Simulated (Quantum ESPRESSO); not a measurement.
# Voltage at the next charge: Mo(100), 5 layers against an electrode

How the rows were computed: Quantum ESPRESSO 7.5, PBE, GBRV ultrasoft; ESM with bc3, a metal electrode 6.06 Å above the top atoms; cell area 9.922 Å²; ions fixed. V is the potential energy of an electron at the electrode over the slab's Fermi level, divided by e, so that it equals the work function at zero charge; positive charge removes electrons.

```tsv
charge (e a cell)	V (V)
0	3.913
0.0149	4.979
0.0298	6.081
```

To predict: What is V at a charge of 0.0595 e, and what capacitance do the rows imply?

**Fit.** The last two rows give dV/dq = (6.081 − 4.979)/(0.0298 − 0.0149) = 74.0 V/e, so C = 1602/(9.922 × 74.0) = 2.18 µF/cm², an effective gap of 8.854/2.18 = 4.06 Å. At constant C, V = 6.081 + 74.0 × 0.0297 = 8.28 V.

**The withheld run.** V = 8.372 V; the estimate misses by −0.09 V, 4.1 % of the step. Over the three intervals C goes 2.26, 2.18 and 2.09 µF/cm²: it falls as electrons leave, the surface charge drawing back towards the atoms.

**Limits.** Vacuum fills the gap; a dielectric or electrolyte would change C. The slab is thin.

[Logs are printed without paths, hosts, clocks, repeated set-up lines and the standing remarks that a program may print on its own settings, such as how far it seeks lower states.]
